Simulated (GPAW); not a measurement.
## Screening of a field by Sc2CS2 MXene monolayer

Aim: the dipole that a field along the normal induces in Sc2CS2 MXene monolayer.

Main program and level: GPAW 26.7.0; GPAW, PAW setups; layer in a repeated cell with vacuum, relaxation of atoms and in-plane cell, in the first sound run; inputs show where later runs differ.

## 1. Starting point

The cell holds 5 atoms: 2 S, 2 Sc and 1 C. Cell: a = 3.226 Å, b = 3.226 Å, c = 20.116 Å, α = 90.0°, β = 90.0°, γ = 120.0°. Vacuum lies along c.

## 2. Relaxing the atoms

The atoms are relaxed first, since the surface dipole, and with it the work function, follows the positions of the outer layers.

File run.py:

```python
import json
import numpy as np
from ase import Atoms
from ase.filters import FrechetCellFilter
from ase.optimize import BFGS
from gpaw import GPAW, PW

slab = Atoms(
    ['S', 'Sc', 'C', 'Sc', 'S'],
    positions=[
        [-0.00000, 1.86258, 7.00000],
        [1.61304, 0.93129, 8.78527],
        [0.00000, 0.00000, 10.05820],
        [-0.00000, 1.86258, 11.33112],
        [1.61304, 0.93129, 13.11640]],
    cell=[[3.22608, 0.0, 0.0], [-1.61304, 2.79387, 0.0], [0.0, 0.0, 20.1164]],
    pbc=[True, True, True])

slab.calc = GPAW(mode=PW(600), xc='PBE', kpts={'size': (12, 12, 1), 'gamma': True},
                 occupations={'name': 'fermi-dirac', 'width': 0.05}, nbands='160%',
                 convergence={'density': 1e-05}, maxiter=200,
                 symmetry={'tolerance': 1e-3}, txt='slab.txt')
result = {}
# The in-plane cell is free; stress needs a cell that repeats along all three vectors
path = []
opt = BFGS(FrechetCellFilter(slab, mask=[1, 1, 0, 0, 0, 1]), maxstep=0.2)
opt.attach(lambda: path.append((slab.get_potential_energy(), slab.positions.tolist(), slab.get_forces().tolist())))
result['relaxed'] = bool(opt.run(fmax=0.02, steps=45))
result['path'] = path
result['cell'] = slab.cell.tolist()
print('in-plane lattice', slab.cell.cellpar().round(4)[[0, 1, 5]])
energy = slab.get_potential_energy()
fermi = slab.calc.get_fermi_level()
v = slab.calc.get_electrostatic_potential().mean((0, 1)) - fermi
n = slab.calc.get_pseudo_density().mean((0, 1))
L = slab.cell[2, 2]
z = np.arange(len(v)) * L / len(v)
low, high = slab.positions[:, 2].min(), slab.positions[:, 2].max()
below, above = np.interp([low - 4.8, high + 4.8], z, v)
slopes = [np.interp(x, z, np.gradient(v, z)) for x in (low - 4.8, high + 4.8)]
eps = np.array([[slab.calc.get_eigenvalues(k, s) for k in range(len(slab.calc.get_ibz_k_points()))]
                for s in range(slab.calc.get_number_of_spins())]) - fermi
top, bottom = eps[eps < 0].max(), eps[eps > 0].min()
dipole = slab.get_dipole_moment()[2]
print(f'energy {energy:.4f} eV, Fermi level {fermi:.4f} eV, dipole {dipole:.5f} e A')
print(f'potential 4.8 A off the faces, from the Fermi level: lower {below:.4f} eV, upper {above:.4f} eV')
print(f'slope of the potential there: lower {slopes[0]:.5f}, upper {slopes[1]:.5f} eV/A')
print(f'nearest levels on the mesh: {top:.4f} and {bottom:.4f} eV')
print('magnetic moment', round(slab.get_magnetic_moment(), 3))
result.update(energy=energy, fermi=fermi, dipole=dipole, below=below, above=above, slopes=slopes, edges=[top, bottom],
              z=z.tolist(), v=v.tolist(), n=n.tolist(), positions=slab.positions.tolist(),
              forces=slab.get_forces(apply_constraint=False).tolist(), moments=slab.get_magnetic_moments().tolist())
json.dump(result, open('result.json', 'w'))
```

Command:

```sh
OMP_NUM_THREADS=1 OPENBLAS_NUM_THREADS=1 python run.py
```

Log:

```text
Step          Energy          fmax
BFGS:    0      -30.204072        0.790393
BFGS:    1      -30.237112        0.729939
BFGS:    2      -30.370159        0.315249
BFGS:    3      -30.380284        0.210488
BFGS:    4      -30.385323        0.227722
BFGS:    5      -30.393148        0.304154
BFGS:    6      -30.410987        0.447850
BFGS:    7      -30.443029        0.647543
BFGS:    8      -30.472744        0.645130
BFGS:    9      -30.532241        0.332730
BFGS:   10      -30.550670        0.327708
BFGS:   11      -30.555344        0.222090
BFGS:   12      -30.559094        0.067743
BFGS:   13      -30.559689        0.013308
in-plane lattice [  3.5208   3.5209 120.    ]
energy -30.5441 eV, Fermi level -2.0725 eV, dipole -0.00004 e A
potential 4.8 A off the faces, from the Fermi level: lower 6.8384 eV, upper 6.8386 eV
slope of the potential there: lower -0.00004, upper -0.00005 eV/A
nearest levels on the mesh: -0.0227 and 0.0184 eV
magnetic moment 0.0
```

The job ended after 15 min (1 thread of Arm Neoverse V2, shared host; peak memory 0.64 GiB).

Numbers from this step:

```yaml
dipole_along_the_normal: -4.44e-5 e·Å
levels_nearest_the_fermi_level_on_the_mesh: -0.02270, 0.01839 eV from the Fermi level
```

The electrostatic potential energy of an electron (without an applied field's), less the Fermi level, planar mean oscillates, so the rows of the table below give means over windows of 1.59 Å about each position, cut where the curve ends. Its maxima inside the range that stand out by 2 % of the span (Å: eV): 8.0: -3.76, 9.6: -2.30, 10.6: -2.30, 12.2: -3.76. Its minima: 7.3: -13.6, 8.7: -11.2, 10.1: -6.85, 11.4: -11.2, 12.8: -13.6.

Electrostatic potential energy of an electron (without an applied field's), less the Fermi level, planar mean against z; means over each step:

| z (Å) | electrostatic potential energy of an electron (without an applied field's), less the Fermi level, planar mean (eV) |
| --- | --- |
| 0.80 | 6.84 |
| 2.39 | 6.84 |
| 3.98 | 6.84 |
| 5.57 | 6.39 |
| 7.16 | -5.48 |
| 8.75 | -6.89 |
| 10.34 | -4.49 |
| 11.93 | -7.80 |
| 13.52 | -0.916 |
| 15.11 | 6.76 |
| 16.70 | 6.84 |
| 18.29 | 6.84 |
| 19.88 | 6.84 |

Table of pseudo valence density, planar mean by z:

```
z (Å)  pseudo valence density, planar mean (e/Å³)
    4                                      6.6e-5
    5                                     0.00167
    6                                      0.0420
    7                                       0.347
    8                                       0.390
    9                                       0.751
   10                                       0.386
   11                                       0.580
   12                                       0.429
   13                                       0.343
   14                                      0.0610
   15                                     0.00247
   16                                      9.8e-5
```

The relaxation lowered the energy of the cell by 0.353 eV (energies extrapolated to zero smearing; the optimiser's log prints free energies). The largest force left on a free atom is 0.012 eV/Å.

## 3. Plane waves, PBE

With the geometry fixed, the planar mean of the potential gives the vacuum level on each side.

This step: GPAW, PAW setups; slab in vacuum (GPAW 26.7.0).

The cell differs from the one that the last finished run ended in (c 20.116 → 19.555 Å).

Edit run.py of step 2 so:

```diff
@@ -3,4 +3,2 @@
 from ase import Atoms
-from ase.filters import FrechetCellFilter
-from ase.optimize import BFGS
 from gpaw import GPAW, PW
@@ -10,23 +8,16 @@
     positions=[
-        [-0.00000, 1.86258, 7.00000],
-        [1.61304, 0.93129, 8.78527],
-        [0.00000, 0.00000, 10.05820],
-        [-0.00000, 1.86258, 11.33112],
-        [1.61304, 0.93129, 13.11640]],
-    cell=[[3.22608, 0.0, 0.0], [-1.61304, 2.79387, 0.0], [0.0, 0.0, 20.1164]],
-    pbc=[True, True, True])
+        [-0.00000, 2.03276, 7.00000],
+        [1.76042, 1.01638, 8.43666],
+        [-0.00000, 0.00000, 9.77759],
+        [-0.00000, 2.03276, 11.11850],
+        [1.76042, 1.01638, 12.55517]],
+    cell=[[3.52085, 0.0, 0.0], [-1.76042, 3.04915, 0.0], [0.0, 0.0, 19.5552]],
+    pbc=[True, True, False])
 
-slab.calc = GPAW(mode=PW(600), xc='PBE', kpts={'size': (12, 12, 1), 'gamma': True},
+slab.calc = GPAW(mode=PW(500), xc='PBE', kpts={'size': (12, 12, 1), 'gamma': True},
                  occupations={'name': 'fermi-dirac', 'width': 0.05}, nbands='160%',
                  convergence={'density': 1e-05}, maxiter=200,
+                 poissonsolver={'dipolelayer': 'xy'},
                  symmetry={'tolerance': 1e-3}, txt='slab.txt')
 result = {}
-# The in-plane cell is free; stress needs a cell that repeats along all three vectors
-path = []
-opt = BFGS(FrechetCellFilter(slab, mask=[1, 1, 0, 0, 0, 1]), maxstep=0.2)
-opt.attach(lambda: path.append((slab.get_potential_energy(), slab.positions.tolist(), slab.get_forces().tolist())))
-result['relaxed'] = bool(opt.run(fmax=0.02, steps=45))
-result['path'] = path
-result['cell'] = slab.cell.tolist()
-print('in-plane lattice', slab.cell.cellpar().round(4)[[0, 1, 5]])
 energy = slab.get_potential_energy()
```

Log:

```text
energy -30.5291 eV, Fermi level -1.9361 eV, dipole -0.00043 e A
potential 4.8 A off the faces, from the Fermi level: lower 6.8353 eV, upper 6.8428 eV
slope of the potential there: lower -0.00001, upper 0.00001 eV/A
nearest levels on the mesh: -0.0227 and 0.0184 eV
magnetic moment 0.0
```

Elapsed: 54 s, on 1 thread; peak memory 0.27 GiB.

Numbers from this step:

```
dipole along the normal                    : -4.35e-4 e·Å
levels nearest the Fermi level on the mesh : -0.02267, 0.01841 eV from the Fermi level
upper work function                        : 6.843 eV
lower work function                        : 6.835 eV
```

The electrostatic potential energy of an electron (without an applied field's), less the Fermi level, planar mean oscillates, so the rows of the table below give means over windows of 1.49 Å about each position, cut where the curve ends. Its maxima inside the range that stand out by 2 % of the span (Å: eV): 7.7: -3.80, 9.2: -2.35, 10.3: -2.35, 11.8: -3.80. Its minima: 7.0: -13.5, 8.5: -11.1, 9.8: -6.85, 11.1: -11.1, 12.6: -13.5.

Table of electrostatic potential energy of an electron (without an applied field's), less the Fermi level, planar mean by z; means over each step:

```csv
z (Å),"electrostatic potential energy of an electron (without an applied field's), less the Fermi level, planar mean (eV)"
0.74,6.84
2.23,6.84
3.72,6.83
5.21,6.51
6.70,-4.79
8.19,-7.33
9.68,-3.95
11.17,-7.22
12.66,-5.95
14.15,6.25
15.64,6.84
17.13,6.84
18.62,6.84
```

Pseudo valence density, planar mean against z:

```csv
z (Å),"pseudo valence density, planar mean (e/Å³)"
0.00,0
0.56,0
1.12,0
1.49,0
2.05,0
2.61,1.8e-6
3.17,1.1e-5
3.72,6.7e-5
4.10,2.2e-4
4.66,0.00133
5.21,0.00812
5.77,0.0488
6.33,0.225
6.89,0.335
7.26,0.402
7.82,0.410
8.38,1.06
8.94,0.442
9.50,0.364
9.87,0.386
10.43,0.335
10.99,0.987
11.55,0.560
12.11,0.402
12.48,0.349
13.04,0.307
13.60,0.0860
14.15,0.0148
14.71,0.00243
15.27,4.0e-4
15.64,1.2e-4
16.20,2.0e-5
16.76,3.4e-6
17.32,0
17.88,0
18.25,0
18.81,0
19.37,0
```

The potential is flat to 8.5e-6 eV/Å where it is read, so the vacuum is wide enough.

## 4. Field on

A uniform field along the normal polarises the slab; the atoms stay fixed, so this is the electronic response alone.

Edit run.py of step 3 so:

```diff
@@ -4,2 +4,3 @@
 from gpaw import GPAW, PW
+from gpaw.external import ConstantElectricField
 
@@ -20,2 +21,3 @@
                  poissonsolver={'dipolelayer': 'xy'},
+                 external=ConstantElectricField(-0.2, [0, 0, 1]),
                  symmetry={'tolerance': 1e-3}, txt='slab.txt')
```

Log:

```text
energy -30.5380 eV, Fermi level -1.9370 eV, dipole -0.08900 e A
potential 4.8 A off the faces, from the Fermi level: lower 6.0906 eV, upper 7.5907 eV
slope of the potential there: lower -0.00005, upper -0.00003 eV/A
nearest levels on the mesh: -0.0227 and 0.0184 eV
magnetic moment 0.0
```

The job ended after 4.3 min (1 thread; peak memory 0.57 GiB).

Numbers from this step:

* dipole along the normal: -0.08900 e·Å
* levels nearest the Fermi level on the mesh: -0.02271, 0.01845 eV from the Fermi level
* potential below the slab, the applied field's own ramp left out: 6.091 eV from the Fermi level
* potential above the slab, the applied field's own ramp left out: 7.591 eV from the Fermi level

The electrostatic potential energy of an electron (without an applied field's), less the Fermi level, planar mean oscillates, so the rows of the table below give means over windows of 1.49 Å about each position, cut where the curve ends. Its maxima inside the range that stand out by 2 % of the span (Å: eV): 7.7: -4.21, 9.2: -2.46, 10.3: -2.24, 11.8: -3.40, 18.1: 7.59. Its minima: 7.0: -14.0, 8.5: -11.4, 9.8: -6.85, 11.1: -10.9, 12.6: -12.9.

Electrostatic potential energy of an electron (without an applied field's), less the Fermi level, planar mean against z; means over each step:

z (Å), electrostatic potential energy of an electron (without an applied field's), less the Fermi level, planar mean (eV) and a bar from the least value:
```
     0.74        6.2 ###########################
     2.23        6.1 ###########################
     3.72        6.1 ###########################
     5.21        5.8 ##########################
     6.70       -5.4 ####
     8.19       -7.6 
     9.68       -4.0 #######
    11.17       -6.9 #
    12.66       -5.4 ####
    14.15        7.0 #############################
    15.64        7.6 ##############################
    17.13        7.6 ##############################
    18.62        7.6 ##############################
```

The dipole is now -0.0890 e Å, against -4.3e-4 in the run without a field.

## 5. In a field

Edit run.py of step 4 so:

```diff
@@ -21,3 +21,3 @@
                  poissonsolver={'dipolelayer': 'xy'},
-                 external=ConstantElectricField(-0.2, [0, 0, 1]),
+                 external=ConstantElectricField(-0.1, [0, 0, 1]),
                  symmetry={'tolerance': 1e-3}, txt='slab.txt')
```

Log:

```text
energy -30.5313 eV, Fermi level -1.9363 eV, dipole -0.04450 e A
potential 4.8 A off the faces, from the Fermi level: lower 6.4644 eV, upper 7.2145 eV
slope of the potential there: lower -0.00003, upper -0.00001 eV/A
nearest levels on the mesh: -0.0227 and 0.0184 eV
magnetic moment 0.0
```

Wall time 4.1 min (1 thread); peak memory 0.57 GiB.

Numbers from this step:

```yaml
dipole_along_the_normal: -0.04450 e·Å
levels_nearest_the_fermi_level_on_the_mesh: -0.02268, 0.01841 eV from the Fermi level
potential_below_the_slab_the_applied_field_s_own_ramp_left_out: 6.464 eV from the Fermi level
potential_above_the_slab_the_applied_field_s_own_ramp_left_out: 7.214 eV from the Fermi level
```

The electrostatic potential energy of an electron (without an applied field's), less the Fermi level, planar mean oscillates, so the rows of the table below give means over windows of 1.49 Å about each position, cut where the curve ends. Its maxima inside the range that stand out by 2 % of the span (Å: eV): 7.7: -4.00, 9.2: -2.40, 10.3: -2.29, 11.8: -3.60. Its minima: 7.0: -13.7, 8.5: -11.2, 9.8: -6.85, 11.1: -11.0, 12.6: -13.2.

Table of electrostatic potential energy of an electron (without an applied field's), less the Fermi level, planar mean by z; means over each step:

| z (Å) | electrostatic potential energy of an electron (without an applied field's), less the Fermi level, planar mean (eV) |
| --- | --- |
| 0.74 | 6.51 |
| 2.23 | 6.46 |
| 3.72 | 6.46 |
| 5.21 | 6.15 |
| 6.70 | -5.09 |
| 8.19 | -7.48 |
| 9.68 | -3.96 |
| 11.17 | -7.08 |
| 12.66 | -5.67 |
| 14.15 | 6.62 |
| 15.64 | 7.21 |
| 17.13 | 7.21 |
| 18.62 | 7.20 |

The dipole is now -0.0445 e Å, against -4.3e-4 in the run without a field.

## 6. Field on

Edit run.py of step 5 so:

```diff
@@ -21,3 +21,3 @@
                  poissonsolver={'dipolelayer': 'xy'},
-                 external=ConstantElectricField(-0.1, [0, 0, 1]),
+                 external=ConstantElectricField(-0.05, [0, 0, 1]),
                  symmetry={'tolerance': 1e-3}, txt='slab.txt')
```

Log:

```text
energy -30.5297 eV, Fermi level -1.9362 eV, dipole -0.02224 e A
potential 4.8 A off the faces, from the Fermi level: lower 6.6517 eV, upper 7.0266 eV
slope of the potential there: lower -0.00002, upper -0.00000 eV/A
nearest levels on the mesh: -0.0227 and 0.0184 eV
magnetic moment 0.0
```

It took 4.3 min on 1 thread; peak memory 0.57 GiB.

The electrostatic potential energy of an electron (without an applied field's), less the Fermi level, planar mean oscillates, so the rows of the table below give means over windows of 1.49 Å about each position, cut where the curve ends. Its maxima inside the range that stand out by 2 % of the span (Å: eV): 7.7: -3.90, 9.2: -2.37, 10.3: -2.32, 11.8: -3.70. Its minima: 7.0: -13.6, 8.5: -11.2, 9.8: -6.85, 11.1: -11.1, 12.6: -13.3.

Table of electrostatic potential energy of an electron (without an applied field's), less the Fermi level, planar mean by z; means over each step:

```csv
z (Å),"electrostatic potential energy of an electron (without an applied field's), less the Fermi level, planar mean (eV)"
0.74,6.68
2.23,6.65
3.72,6.65
5.21,6.33
6.70,-4.94
8.19,-7.41
9.68,-3.95
11.17,-7.15
12.66,-5.81
14.15,6.43
15.64,7.02
17.13,7.03
18.62,7.02
```

## 7. Field on

Edit run.py of step 6 so:

```diff
@@ -21,3 +21,3 @@
                  poissonsolver={'dipolelayer': 'xy'},
-                 external=ConstantElectricField(-0.05, [0, 0, 1]),
+                 external=ConstantElectricField(0.05, [0, 0, 1]),
                  symmetry={'tolerance': 1e-3}, txt='slab.txt')
```

Log:

```text
energy -30.5297 eV, Fermi level -1.9362 eV, dipole 0.02224 e A
potential 4.8 A off the faces, from the Fermi level: lower 7.0266 eV, upper 6.6517 eV
slope of the potential there: lower 0.00000, upper 0.00002 eV/A
nearest levels on the mesh: -0.0227 and 0.0184 eV
magnetic moment 0.0
```

It took 4.3 min on 1 thread; peak memory 0.57 GiB.

## 8. In a field

Edit run.py of step 7 so:

```diff
@@ -21,3 +21,3 @@
                  poissonsolver={'dipolelayer': 'xy'},
-                 external=ConstantElectricField(0.05, [0, 0, 1]),
+                 external=ConstantElectricField(0.1, [0, 0, 1]),
                  symmetry={'tolerance': 1e-3}, txt='slab.txt')
```

Log:

```text
energy -30.5313 eV, Fermi level -1.9363 eV, dipole 0.04450 e A
potential 4.8 A off the faces, from the Fermi level: lower 7.2145 eV, upper 6.4644 eV
slope of the potential there: lower 0.00001, upper 0.00003 eV/A
nearest levels on the mesh: -0.0227 and 0.0184 eV
magnetic moment 0.0
```

Elapsed: 4.1 min, on 1 thread; peak memory 0.57 GiB.

(Part 1 of 2 ends here.)

[Logs are printed without paths, hosts, clocks, repeated set-up lines and the standing remarks that a program may print on its own settings, such as how far it seeks lower states.]

[Hosts, paths, dates, database ids (printed as entryN), source tags and the programs' standing remarks are cut or masked in the printed files.]
